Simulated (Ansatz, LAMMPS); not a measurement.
# Amorphous 71SiO2-29B2O3 (mol %) (100 atoms), relaxed: mesh and functional compared

Which bonds does the relaxation leave, and how do the Kohn-Sham gap, forces and pressure change with k-mesh and functional?

Calculated with Ansatz 0.2.0: Kohn-Sham DFT, PBE, PAW (set soft_2), plane waves; cutoff 420 eV, Γ point, fermi-dirac smearing of 0.025 eV.

**The cell**

Density at the start: 2.07 g/cm³. The cell holds 100 atoms: 20 Si, 16 B and 64 O. Its edges and angles: a = 11.220 Å, b = 11.220 Å, c = 11.220 Å, α = 90.0°, β = 90.0°, γ = 90.0°. 100 atoms (20 Si, 16 B, 64 O) placed at random at 2.07 g/cm³, melted at 4000 K for 10 ps at fixed volume with the Buckingham and Coulomb pair potential of Guillot and Sator (Geochim. Cosmochim. Acta 71, 1249 (2007)) with the boron terms of Wang et al. (J. Non-Cryst. Solids 498, 294 (2018)). Quenched from 4000 K to 300 K at 100 K/ps and fixed volume, held 5 ps, then minimised at fixed cell.

Cell and atoms were relaxed with PBE. The walk converged after 18 steps by the program's count, with a largest force component of 0.0167 eV/Å; it began at an r.m.s. force component of 0.76 eV/Å. The edges went from 11.220, 11.220, 11.220 to 11.171, 10.695, 10.960 Å, and the volume from 14.124 to 13.080 Å³ an atom (-7.4 %).

The input of the reference single point:

```yaml
crystal:
  lattice:
    - [11.16987, -0.15362, -0.07681]
    - [-0.15362, 10.69189, -0.18315]
    - [-0.07681, -0.18315, 10.95857]
  atoms:
    - { symbol: Si, position: [0.9045, 0.55783, 0.94364] }
    - { symbol: Si, position: [0.00067, 0.34098, 0.53578] }
    - { symbol: Si, position: [0.18913, 0.83234, 0.90476] }
    - { symbol: Si, position: [0.49207, 0.88398, 0.50812] }
    [... 94 atom lines left out ...]
    - { symbol: O, position: [0.33798, 0.58958, 0.95071] }
    - { symbol: O, position: [0.08588, 0.94974, 0.4242] }
kpoints:
  mp_grid: { grid: [1, 1, 1] }
hamiltonian:
  xc: pbe
scf:
  occupations: { method: fermi_dirac, width: 0.025 }
output:
  forces: true
  stress: true
  populations: true
  dos:
    method: { smearing: { sigma: 0.08 } }
    de: 0.05
    projected: { site_lists: { B: [B], O: [O], Si: [Si] } }
  eigenvalues: true
  write_density: true
  write_potential: true
  volumetric_format: npy
```

**Bonds after relaxation**

Bonds by pair of elements; cutoffs follow the first minimum of g(r), held within bounds set by covalent radii, and pairs that aren't listed don't count as bonded:

| pair A-B | cutoff (Å) | bonds | mean length (Å) | spread (Å) | shortest (Å) | B about A | A about B |
| --- | --- | --- | --- | --- | --- | --- | --- |
| O-Si | 2.12 | 80 | 1.64 | 0.034 | 1.58 | 1.25 | 4 |
| O-B | 1.83 | 49 | 1.38 | 0.037 | 1.34 | 0.766 | 3.06 |

How many atoms have how many bonded neighbours:

| element | mean | 2 | 3 | 4 |
| --- | --- | --- | --- | --- |
| B | 3.06 | 0 | 15 | 1 |
| O | 2.02 | 63 | 1 | 0 |
| Si | 4 | 0 | 0 | 20 |

**Levels of theory**

Single points at the relaxed geometry:

```
functional  k-mesh  Kohn-Sham gap (eV)  pressure (GPa)  r.m.s. force component (eV/Å)  SCF cycles     time
       PBE   1×1×1               4.450            0.00                          0.004          10     26 s
       PBE   2×2×2               4.448            0.00                          0.006          10  3.5 min
     HSE06   1×1×1               6.230           -4.78                          0.182          16  4.9 min
    r2SCAN   1×1×1               5.074           -4.52                          0.147           9     51 s
    PBEsol   1×1×1               4.399           -2.46                          0.057           9     21 s
```

The gap is that between the highest filled and lowest empty Kohn-Sham level on the run's k-points. Cutoffs: 420 eV for PBE, HSE06 and PBEsol; 500 eV for r2SCAN. Times come from shared hosts and are rough.

**Findings**

By these cutoffs 94 % of B atoms have 3, 98 % of O atoms have 2 and 100 % of Si atoms have 4 neighbours. The Kohn-Sham gap is 4.45 eV with PBE on the 1×1×1 mesh and 4.45 eV on 2×2×2. On the 1×1×1 mesh HSE06 changes the gap by +1.78 eV against PBE. Carrying that shift over to the 2×2×2 mesh gives 4.45 + 1.78 = 6.23 eV, an estimate that takes the shift to be alike at all k-points. On the reference's mesh the gap changes with r2SCAN by +0.62 eV and PBEsol by -0.05 eV. Against the reference the pressure changes with HSE06 by -4.8 GPa, r2SCAN by -4.5 GPa and PBEsol by -2.5 GPa; a negative change means a smaller volume than PBE would take. The denser mesh moves the energy by -0.4 meV/atom and the pressure by +0.00 GPa.

Limits: All single points share the geometry relaxed with PBE. The volume changed by -7.4 % on relaxing; in so small a cell, on this mesh and at this cutoff, the relaxed density is rough. One sample; tail or defect levels can set the gap of a disordered cell. The quench rate of 100 K/ps is many orders above laboratory rates, so the cell is likely richer in defects and strain than a real sample. The network of bonds at the start is that of the classical potential that made the cell, and needn't be the one that DFT or experiment would give. In some runs the program notes that the exchange-correlation potential is rough where the density is thin, it cut back its work space to fit the memory limit, the exchange threshold is loose for the stress and the SCF threshold is loose for the stress.

[Logs are printed without paths, hosts, clocks, repeated set-up lines and the standing remarks that a program may print on its own settings, such as how far it seeks lower states.]

[Hosts, paths, dates, database ids (printed as entryN), source tags and the programs' standing remarks are cut or masked in the printed files.]
